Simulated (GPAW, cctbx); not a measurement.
## By hand: from a DFT structure factor to an extinction distance in Na2Li

Na2Li, P6/mmm (no. 191), a = 5.4986 Å, b = 5.4986 Å, c = 3.4919 Å, α = 90.00°, β = 90.00°, γ = 120.00°.

| atom | mult. | x | y | z |
| --- | --- | --- | --- | --- |
| Na1 | 2 | 2/3 | 1/3 | 1/2 |
| Li1 | 1 | 0 | 0 | 0 |

The start was made by putting kin elements into a known structure type; the compound need not exist, or be stable, in this form.

A DFT run (GPAW, PBE, 550 eV, 7×5×5 k-points (along the axes of the calculation cell), Fermi–Dirac width 0.1 eV) gives the static X-ray structure factor of 001 as 16.249 e for the conventional cell; superposed free atoms give 16.296 e. **Problem.** Find the Fourier component V of the crystal potential and the two-beam extinction distance at 200 kV in both cases, then the holographic phase shift per nanometre.

**1. Geometry**

The cell volume is Ω = 91.43 Å³ and d(001) = 3.4919 Å, so g = 1/d = 0.2864 Å⁻¹.

**2. The nuclei**

Electrons feel nuclei as well as electrons, so the nuclear charges are summed with the same phases.

Phase sums Σ exp(2πi h·x), turned so that the total is real and positive: Na +2.000, Li -1.000. Then F_Z = 11 × (+2.000) + 3 × (-1.000) = 19.00 e. The electron term has the same sign for this reflection.

**3. Mott–Bethe**

Poisson's equation, term by term, gives V = (e/4πε₀)(F_Z − F)/(πΩg²), with e/4πε₀ = 14.3996 V Å.

The prefactor is 14.3996 × 3.4919²/(π × 91.43) = 0.61127 V per electron. Free atoms: (19.00 − 16.296) × 0.61127 = 1.653 V. Crystal: (19.00 − 16.249) × 0.61127 = 1.682 V. F changes by -0.29 % and V by +1.7 %: the same 0.05 e is measured against F_Z − F = 2.7 e in place of F = 16.3 e.

**4. Extinction distance**

In the two-beam case ξ = 1/(λU) with U = 2γm₀eV/h², that is ξ = 150.41 V Å²/(γλV).

At 200 kV, λ = 0.02508 Å and γ = 1.3914. Free atoms: ξ = 2608 Å. Crystal: ξ = 2563 Å. The thickness fringes go as sin²(πt/ξ), so the two patterns slip by a quarter of a period when t|1/ξ₁ − 1/ξ₀| = 1/4, at t ≈ 3751 nm, thicker than usual samples. Thermal motion, absorption and many-beam coupling, left out here, change a real pattern.

**5. Phase shift**

A slab run (normal [210], unrelaxed) gives a mean inner potential of 4.35 V; free atoms give 6.71 V. The phase shift is φ = C_E V₀ t, with C_E = (2π/λE)(E + m₀c²)/(E + 2m₀c²).

C_E = 7.288 × 10⁻³ rad/(V nm). The shift is 0.0317 rad/nm in the crystal and 0.0489 rad/nm for free atoms. A sample 50 nm thick gives φ = 1.58 rad; read with the free-atom value it would seem 32.4 nm thick.

**6. Answer**

V(001) is 1.68 V against 1.65 V, and ξ is 2563 against 2608 Å. The phase shift is 0.032 rad/nm, and free atoms would misjudge a thickness by -35 %. Limits: static atoms, two beams.
